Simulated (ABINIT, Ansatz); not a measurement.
Records of electronic-structure calculations.

### Quasiparticle gap of Li3OCl (Pm-3m) in ABINIT

Symmetry: Pm-3m, No. 221, cubic system. The conventional cell has a = 3.908 Å, b = 3.908 Å, c = 3.908 Å, α = 90.00°, β = 90.00°, γ = 90.00°. Nearest to Li lie 2 O at 1.95 Å and 8 Li at 2.76 Å and 4 Cl at 2.76 Å. Cl has 12 Li at 2.76 Å nearest. Nearest to O lie 6 Li at 1.95 Å. Farther neighbours, and contacts between anions beyond the nearest, are not listed.

```
Li Cl O
1.0
     3.90834    0.00000    0.00000
     0.00000    3.90834    0.00000
     0.00000    0.00000    3.90834
Li Cl O
3 1 1
Direct
  0.00000 0.50000 0.50000
  0.50000 0.00000 0.50000
  0.50000 0.50000 0.00000
  0.00000 0.00000 0.00000
  0.50000 0.50000 0.50000
```

```
method               : RPA screening on PBEsol, plane waves, norm-conserving pseudopotentials (and 2 further levels or steps)
program              : ABINIT 10.8.3
settings             : cutoff 36 Ha, PseudoDojo scalar-relativistic 0.4.1 standard, norm-conserving, ngkpt (4, 4, 4), nband 51, ecuteps 3.6 Ha, inclvkb 2, shiftk (0, 0, 0), symchi 1, awtr 1, frequency ppm, 4×4×4 k-mesh
cost                 : 5 runs, 1.7 min in all on 4 MPI ranks of Arm Neoverse N1, shared host
notes                : The program’s warnings: nkpt*nsppol () is not a multiple of nproc spkpt (). The cell and positions are those that the Materials Project relaxed with its own functionals (PBE, PBE+U or r2SCAN), kept fixed. The 4×4×4 mesh is coarse for this cell, which bears on the long-range parts of exchange and screening.
PBEsol gap           : 4.61 eV, indirect
G0W0 gap on the mesh : 6.72 eV
GW settings          : 4×4×4 mesh, 51 bands, screening to 98 eV, Godby-Needs plasmon pole
known limits         : short of the basis limit; coarse k mesh
```

G0W0 moves the gap on the mesh from 4.61 eV to 6.72 eV (+2.11 eV), with Z of 0.78 and 0.84 at the edges. Local fields lower the RPA ε∞ on this mesh from 3.39 to 3.02; a Γ-centred mesh this coarse tends to raise both, most where the direct gap is narrow, while a short band sum lowers them.

[Long decimals in the printed logs are rounded to 6 places.]

[Logs are printed without paths, hosts, clocks, repeated set-up lines and the standing remarks that a program may print on its own settings, such as how far it seeks lower states.]

[Paths, hosts, dates, memory and timing lines, banners, echoed tables and standing remarks are left out of the program output; an Ansatz launch command may be rebuilt from the run's recorded settings. Measured values are a selection of at most five: reports struck by readers or far from the other reports are left out. None is set beside runs whose start may be inverted or whose files or cutoffs have a known fault.]

[Runs of the session that timed out or met a known fault of the program may be left out.]

[Hosts, paths, dates, database ids (printed as entryN), source tags and the programs' standing remarks are cut or masked in the printed files.]

[G0W0 gaps are taken among the corrected bands and points alone; a level outside them can change the order at an edge.]

[Where Ansatz stands beside ABINIT at settings called matched, ABINIT's density can come from a denser mesh and the files from another edition; pairs whose starting gaps differed by over 0.03 eV were left out, so agreement reads better than it is.]
